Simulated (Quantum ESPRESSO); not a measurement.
The C K edge of atom 2 in HfC (Fm-3m), with 6 Hf at 2.32 Å (octahedral, site symmetry m-3m), was computed in 2 ways: excited-electron core hole (neutral cell) and no core hole. Program and functional: Quantum ESPRESSO XSpectra, PBE, without spin-orbit coupling, Lorentzian half width 0.3 eV up to 4 eV, rising linearly to 2.5 eV at 25 eV; cells of 2 and 12 atoms (the run without a hole in the smaller).

Each run is counted from its own lowest empty level or Fermi level and scaled to a mean of 1 over its first 20 eV.

```tsv
E (eV)	run 1	run 2
-2.0	0.04	0.04
-1.0	0.07	0.07
0.0	0.39	0.34
1.0	0.54	0.66
2.0	0.60	0.87
3.0	0.69	1.05
4.0	0.86	1.28
5.0	1.04	1.55
6.0	1.15	1.17
7.0	0.90	1.15
8.0	1.00	1.34
9.0	1.12	1.48
10.0	1.27	1.75
11.0	1.60	1.59
12.0	1.73	1.31
13.0	1.69	1.02
14.0	1.41	0.79
15.0	1.09	0.65
16.0	0.90	0.58
17.0	0.76	0.49
18.0	0.61	0.43
19.0	0.53	0.42
20.0	0.51	0.45
21.0	0.52	0.48
22.0	0.53	0.53
23.0	0.57	0.60
24.0	0.63	0.68
25.0	0.70	0.76
26.0	0.79	0.84
27.0	0.90	0.88
28.0	0.99	0.85
29.0	1.00	0.76
30.0	0.93	0.66
31.0	0.83	0.57
32.0	0.73	0.51
```

The database entry behind the starting cell differs from later determinations by our own check (about 0.2 % long), so it need not match the best structure at ambient conditions.

**Question.** Which run is which?

Run 1: no core hole (area from −2 to 6 eV 4.8, main maxima 1.3 eV (0.62), 2.4 eV (0.74), 4.2 eV (0.90), 5.6 eV (1.20) and 12.4 eV (1.74)). Run 2: excited-electron core hole (neutral cell) (area from −2 to 6 eV 6.5, main maxima 5.0 eV (1.56) and 10.2 eV (1.76)). With each curve scaled to its own mean, the area from −2 to 6 eV with the hole is 6.5 against 4.8, and the centre of weight from −1 to 20 eV moves by -1.3 eV: the hole pulls the absorber's empty states down.

[Banner, clock and machine lines of the logs are left out without a mark of their own.]

[Logs are printed without paths, hosts, clocks, repeated set-up lines and the standing remarks that a program may print on its own settings, such as how far it seeks lower states.]

[Hosts, paths, dates, database ids (printed as entryN), source tags and the programs' standing remarks are cut or masked in the printed files.]

[Lists of maxima count a maximum above −3 eV only where it reaches 4 % of the highest in the window and stands out from its surroundings by 2 % of it (1.5 % where it reaches 55 %); shoulders and weaker maxima are passed over, and of the rest the first, up to two pre-edge ones and the few strongest are named.]
